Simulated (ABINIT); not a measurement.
# A GW chain in ABINIT: TiO2 (Anatase)

Aim: the G0W0 gap of TiO2 (Anatase) on PBE, step by step.

Main program and level: ABINIT 10.8.3; PBE and many-body steps on it, plane waves.

**The experiments to reproduce.**

- Gap 3.87 eV: direct optical gap from Tauc plot; UV-vis absorption, Tauc plot; film (thin TiO2 layer grown by atomic layer deposition) (“Development of 2-in-1 Sensors for the Safety Assessment of Lithium-Ion Batteries via Early Detection of Vapors Produced by Electrolyte Solvents”, 2023, pmc:10251352).

- Gap 3.261 eV: indirect optical gap from reflection cut-off wavelength, 143 nm particles (bulk-like); UV-VIS-NIR reflection spectroscopy; 300 K; powder (commercial powder, mean particle diameter 143 nm, hand pressed) (“Part I: determination of a structure/property transformation mechanism responsible for changes in the point of zero change of anatase titania with decreasing particle size”, 2024, pmc:11477903).

- Gap 3.45 eV: optical bandgap, film annealed at 520 °C; spectroscopic ellipsometry; film (polycrystalline sol-gel film on Si(100), annealed 3 h at 520 °C) (“Photocatalytic Performance of Sol-Gel Prepared TiO2 Thin Films Annealed at Various Temperatures”, 2023, pmc:10419699).

- Gap 3.98 eV: direct quasiparticle gap around Gamma; experiment quoted from earlier work; bulk crystal (anatase, value from earlier experiment) (quoted in “Giant exciton Mott density in anatase TiO2”, 2020, arxiv:2007.10051).

- Gap 3.17 eV: gap from valence band edge and flat band potential; valence-band XPS and Mott-Schottky plots; film (“Enhancement of Titania Photoanode Performance by Sandwiching Copper between Two Titania Layers”, 2020, pmc:7579609).

This is a selection; 13 further reports are not listed.

## Step 1: Starting point

It takes space group I4_1/amd (No. 141, tetragonal). Conventional cell: a = 3.784 Å, b = 3.784 Å, c = 9.515 Å, α = 90.00°, β = 90.00°, γ = 90.00°. Nearest to Ti lie 6 O at 1.93 to 1.98 Å. Nearest to O lie 3 Ti at 1.93 to 1.98 Å. Farther neighbours and most contacts between anions are not listed.

The cell and positions come from the Crystallography Open Database and are kept as given unless a step says otherwise.

## Step 2: Ground state

This step: ABINIT 10.8.3; DFT, PBE, plane waves, norm-conserving pseudopotentials.

The ground-state density comes first.

File run.abi:

```
acell 3*1.0 Angstrom
rprim 
  -1.892100000000 1.892100000000 4.757300000000
  1.892100000000 -1.892100000000 4.757300000000
  1.892100000000 1.892100000000 -4.757300000000
ntypat 2
znucl 22 8
natom 6
typat 1 1 2 2 2 2
xred 
  0.000000000000 0.000000000000 0.000000000000
  0.750000000000 0.250000000000 0.500000000000
  0.208100000000 0.208100000000 0.000000000000
  0.958100000000 0.458100000000 0.500000000000
  0.541900000000 0.041900000000 0.500000000000
  0.791900000000 0.791900000000 0.000000000000
pp_dirpath "pseudos"
pseudos "Ti.upf, O.upf"
ecut 38
ngkpt 8 8 8
nshiftk 1
shiftk 0 0 0
kptopt 1
chksymbreak 0
nband 31
occopt 1
tolvrs 1e-10
nstep 60
prtwf 0
optforces 0
optstress 0
indata_prefix "in"
outdata_prefix "out"
tmpdata_prefix "tmp"
```

Run with:

```console
> OMP_NUM_THREADS=1 mpirun -n 4 abinit run.abi > log
```

Numbers of over 12 decimals in the logs are rounded to 6 here.

What it wrote:

```text
.Version 10.8.3 of ABINIT. v10.8.2 released Aug 2026.

 Symmetries : space group I4_1/a m d (#141); Bravais tI (body-center tetrag.)
================================================================================
 Values of the parameters that define the memory need of the present run
     intxc =       0    ionmov =       0      iscf =       7    lmnmax =       6
     lnmax =       6     mgfft =      60  mpssoang =       3    mqgrid =    3001
     natom =       6  nloc_mem =       1    nspden =       1   nspinor =       1
    nsppol =       1      nsym =      16    n1xccc =    2501    ntypat =       2
    occopt =       1   xclevel =       2
-    mband =          31        mffmem =           1         mkmem =          15
       mpw =        5174          nfft =      216000          nkpt =          59
================================================================================
  Rough estimation (10% accuracy) of disk space for files :
================================================================================

--------------------------------------------------------------------------------
------------- Echo of variables that govern the present computation ------------
--------------------------------------------------------------------------------
 -outvars: echo values of preprocessed input variables --------
            acell      1.8897261259E+00  1.8897261259E+00  1.8897261259E+00 Bohr

      chksymbreak           0
             ecut      3.80000000E+01 Hartree
-          fftalg         312

              ixc     -101130
              kpt      0.00000000E+00  0.00000000E+00  0.00000000E+00
                       1.25000000E-01  0.00000000E+00  0.00000000E+00
                       2.50000000E-01  0.00000000E+00  0.00000000E+00
                       3.75000000E-01  0.00000000E+00  0.00000000E+00
                       5.00000000E-01  0.00000000E+00  0.00000000E+00
                       1.25000000E-01  1.25000000E-01  0.00000000E+00
                       2.50000000E-01  1.25000000E-01  0.00000000E+00
                       3.75000000E-01  1.25000000E-01  0.00000000E+00
                       5.00000000E-01  1.25000000E-01  0.00000000E+00
   [... 39 further rows ...]
                       5.00000000E-01  5.00000000E-01  2.50000000E-01
                      -3.75000000E-01  5.00000000E-01  2.50000000E-01
                       outvar_i_n : Printing only first  50 k-points.
         kptrlatt        8    0    0      0    8    0      0    0    8
          kptrlen      5.72088128E+01
P           mkmem          15
            natom           6
            nband          31
            ngfft          60      60      60
             nkpt          59
            nstep          60
             nsym          16
           ntypat           2
              occ      2.000000  2.000000  2.000000  2.000000  2.000000  2.000000
                       2.000000  2.000000  2.000000  2.000000  2.000000  2.000000
                       2.000000  2.000000  2.000000  2.000000  2.000000  2.000000
                       2.000000  2.000000  2.000000  2.000000  2.000000  2.000000
                       0.000000  0.000000  0.000000  0.000000  0.000000  0.000000
                       0.000000
        optforces           0
        optstress           0
            prtwf           0
            rprim     -1.8921000000E+00  1.8921000000E+00  4.7573000000E+00
[...]
spgroup         141

           tolvrs      1.00000000E-10

             xred      0.0000000000E+00  0.0000000000E+00  0.0000000000E+00
[...]
znucl       22.00000    8.00000

================================================================================

 chkinp: Checking input parameters for consistency.

================================================================================
== DATASET  1 ==================================================================
-   mpi_nproc: 4, omp_nthreads: 1 (-1 if OMP is not activated)

--- !DatasetInfo
iteration_state: {dtset: 1, }
dimensions: {natom: 6, nkpt: 59, mband: 31, nsppol: 1, nspinor: 1, nspden: 1, mpw: 5174, }
cutoff_energies: {ecut:  38.0, pawecutdg:  -1.0, }
electrons: {nelect:   4.80000000E+01, charge:   0.00000000E+00, occopt:   1.00000000E+00, tsmear:   1.00000000E-02, }

 Real(R)+Recip(G) space primitive vectors, cartesian coordinates (Bohr,Bohr^-1):
 R(1)= -3.5755508  3.5755508  8.9899941  G(1)=  0.0000000  0.1398386  0.0556174
 R(2)=  3.5755508 -3.5755508  8.9899941  G(2)=  0.1398386  0.0000000  0.0556174
 R(3)=  3.5755508  3.5755508 -8.9899941  G(3)=  0.1398386  0.1398386  0.0000000
 Unit cell volume ucvol=  4.5973260E+02 bohr^3
 Angles (23,13,12)=  1.39434593E+02  1.39434593E+02  5.87128032E+01 degrees

 getcut: wavevector=  0.0000  0.0000  0.0000  ngfft=  60  60  60
         ecut(hartree)=     38.000   => boxcut(ratio)=   2.09654

--- Pseudopotential description ------------------------------------------------
- Ti Generated using ONCVPSP code by D. R. Hamann
- 22.00000  12.00000  171031                  znucl, zion, pspdat
12 -101130 2 -1 1586                          pspcod,pspxc,lmax,lloc,mmax
     nproj     2     2     2
  pspatm : epsatm=   14.68144553
         --- l  ekb(1:nproj) -->
[...]
pspatm: atomic psp has been read  and splines computed

- O Generated using ONCVPSP code by D. R. Hamann
-  8.00000   6.00000  171031                  znucl, zion, pspdat
12 -101130 2 -1 936                           pspcod,pspxc,lmax,lloc,mmax
     nproj     2     2     1
  pspatm : epsatm=    6.19545534
         --- l  ekb(1:nproj) -->
[...]
2   -1.331955
 pspatm: atomic psp has been read  and splines computed

   2.59894620E+03                                ecore*ucvol(ha*bohr**3)
--------------------------------------------------------------------------------

_setup2: Arith. and geom. avg. npw (full set) are    5144.521    5144.508

================================================================================

--- !BeginCycle
iteration_state: {dtset: 1, }
solver: {iscf: 7, nstep: 60, nline: 4, wfoptalg: 0, }
tolerances: {tolvrs: 1.00E-10, }

     iter   Etot(hartree)      deltaE(h)  residm     vres2
 ETOT  1  -184.25053615772    -1.843E+02 1.789E-01 5.806E+03
 ETOT  2  -169.22952346364     1.502E+01 3.310E-02 1.074E+05
 ETOT  3  -185.09374339807    -1.586E+01 6.369E-02 1.178E+03
 ETOT  4  -185.13374783111    -4.000E-02 2.969E-02 7.933E+02
 ETOT  5  -185.17691978169    -4.317E-02 8.883E-03 3.523E+02
 ETOT  6  -185.20328327921    -2.636E-02 7.994E-03 1.248E+02
 ETOT  7  -185.21684615150    -1.356E-02 9.812E-03 5.011E-01
 ETOT  8  -185.21644688677     3.993E-04 3.527E-03 4.450E+00
 ETOT  9  -185.21694590563    -4.990E-04 5.257E-03 1.333E-02
 ETOT 10  -185.21694807583    -2.170E-06 1.529E-03 3.513E-03
 ETOT 11  -185.21694836342    -2.876E-07 2.358E-03 4.757E-04
 ETOT 12  -185.21694843110    -6.767E-08 1.489E-03 8.758E-06
 ETOT 13  -185.21694843255    -1.451E-09 1.503E-03 9.279E-07
 ETOT 14  -185.21694843268    -1.326E-10 1.171E-03 1.898E-07
 ETOT 15  -185.21694843272    -3.570E-11 1.078E-03 1.463E-08
 ETOT 16  -185.21694843270     1.299E-11 9.046E-04 1.771E-10
 ETOT 17  -185.21694843270     2.643E-12 6.730E-04 2.814E-11

 At SCF step   17       vres2   =  2.81E-11 < tolvrs=  1.00E-10 =>converged.

--- !ResultsGS
iteration_state: {dtset: 1, }
comment   : Summary of ground state results
lattice_vectors:
- [ -3.5755508,   3.5755508,   8.9899941, ]
- [  3.5755508,  -3.5755508,   8.9899941, ]
- [  3.5755508,   3.5755508,  -8.9899941, ]
lattice_lengths: [  10.31451,   10.31451,   10.31451, ]
lattice_angles: [139.435, 139.435,  58.713, ] # degrees, (23, 13, 12)
lattice_volume:   4.5973260E+02
convergence: {deltae:  2.643E-12, res2:  2.814E-11, residm:  6.730E-04, diffor:  0.000E+00, }
etotal    :  -1.85216948E+02
entropy   :   0.00000000E+00
fermie    :   1.50508157E-01
cartesian_stress_tensor: null
pressure_GPa: null
xred      :
- [  0.0000E+00,   0.0000E+00,   0.0000E+00, Ti]
- [  7.5000E-01,   2.5000E-01,   5.0000E-01, Ti]
- [  2.0810E-01,   2.0810E-01,  -3.2879E-19,  O]
- [  9.5810E-01,   4.5810E-01,   5.0000E-01,  O]
- [  5.4190E-01,   4.1900E-02,   5.0000E-01,  O]
- [  7.9190E-01,   7.9190E-01,  -1.2512E-18,  O]
cartesian_forces: null
force_length_stats: {min: null, max: null, mean: null, }

 Integrated electronic density in atomic spheres:
 ------------------------------------------------
 Atom  Sphere_radius  Integrated_density
[...]
================================================================================

 ----iterations are completed or convergence reached----

 Mean square residual over all n,k,spin=   51.304E-07; max=  67.304E-05
 reduced coordinates (array xred) for    6 atoms
[...]
0.750000000000      0.250000000000      0.500000000000
       0.208100000000      0.208100000000     -0.000000000000
       0.958100000000      0.458100000000      0.500000000000
       0.541900000000      0.041900000000      0.500000000000
       0.791900000000      0.791900000000     -0.000000000000
 rms dE/dt=  0.0000E+00; max dE/dt=  0.0000E+00; dE/dt below (all hartree)
    1       0.000000000000      0.000000000000      0.000000000000
    2       0.000000000000      0.000000000000      0.000000000000
    3       0.000000000000      0.000000000000      0.000000000000
    4       0.000000000000      0.000000000000      0.000000000000
    5       0.000000000000      0.000000000000      0.000000000000
    6       0.000000000000      0.000000000000      0.000000000000

 cartesian coordinates (angstrom) at end:
    1      0.000000     0.000000     0.000000
    2      0.000000     1.892100     2.378650
    3      0.000000    -0.000000     1.979988
    4      0.000000     1.892100     4.358638
    5     -0.000000     1.892100     0.398662
    6      0.000000    -0.000000     7.534612
 length scales=  1.889726125908  1.889726125908  1.889726125908 bohr
              =  1.000000000000  1.000000000000  1.000000000000 angstroms
 prteigrs : about to open file out_EIG
 Fermi (or HOMO) energy (hartree) =   0.15051   Average Vxc (hartree)=  -0.39712
 Eigenvalues (hartree) for nkpt=  59  k points:
 kpt#   1, nband= 31, wtk=  0.00195, kpt=  0.0000  0.0000  0.0000 (reduced coord)
  -1.91852   -1.91628   -1.05463   -1.04582   -1.04582   -1.04316   -1.04316   -1.04004
  -0.49493   -0.45758   -0.45221   -0.43977    0.00708    0.01145    0.01145    0.02632
   0.07584    0.07584    0.07756    0.12347    0.12360    0.12360    0.13465    0.13465
   0.23084    0.25826    0.29978    0.29979    0.30088    0.30090    0.34599
 prteigrs : prtvol=0 or 1, do not print more k-points.

--- !EnergyTerms
iteration_state     : {dtset: 1, }
comment             : Components of total free energy in Hartree
kinetic             :  9.01527161159873E+01
hartree             :  5.04271879315837E+01
xc                  : -3.41780206858849E+01
Ewald energy        : -1.22088434587365E+02
psp_core            :  5.65316920799711E+00
local_psp           : -1.66739904690232E+02
non_local_psp       : -8.44366172478659E+00
total_energy        : -1.85216948432700E+02
total_energy_eV     : -5.04000992310415E+03
band_energy         : -2.23631716003221E+01

== END DATASET(S) ==============================================================
================================================================================

 -outvars: echo values of variables after computation  --------
           etotal     -1.8521694843E+02
            nband          31
             nkpt          59
          spgroup         141
 [... the other variables as echoed above ...]

 Calculation completed.
```

Run time: 3.1 min. Hardware: 4 MPI ranks of Arm Neoverse V2, shared host; peak memory 0.64 GiB; 12 min of CPU time.

Numbers from this step:

| Item | Value |
| --- | --- |
| total energy | -5040.0099 eV |
| gap | 2.186 eV |
| k of the valence top | -0.375, 0.375, 0 |
| k of the conduction bottom | 0, 0, 0 |
| least direct gap | 2.492 eV |

The gap is indirect, with the least direct gap 0.31 eV higher.

(Part 1 of 3 ends here.)

[Paths, hosts, dates, memory and timing lines, banners, echoed tables and standing remarks are left out of the program output.]

[Logs are printed without paths, hosts, clocks, repeated set-up lines and the standing remarks that a program may print on its own settings, such as how far it seeks lower states.]

[Runs of the session that timed out or met a known fault of the program may be left out.]

[Hosts, paths, dates, database ids (printed as entryN), source tags and the programs' standing remarks are cut or masked in the printed files.]

[G0W0 gaps are taken among the corrected bands and points alone; a level outside them can change the order at an edge.]

[Where Ansatz stands beside ABINIT at settings called matched, ABINIT's density can come from a denser mesh and the files from another edition; pairs whose starting gaps differed by over 0.03 eV were left out, so agreement reads better than it is.]
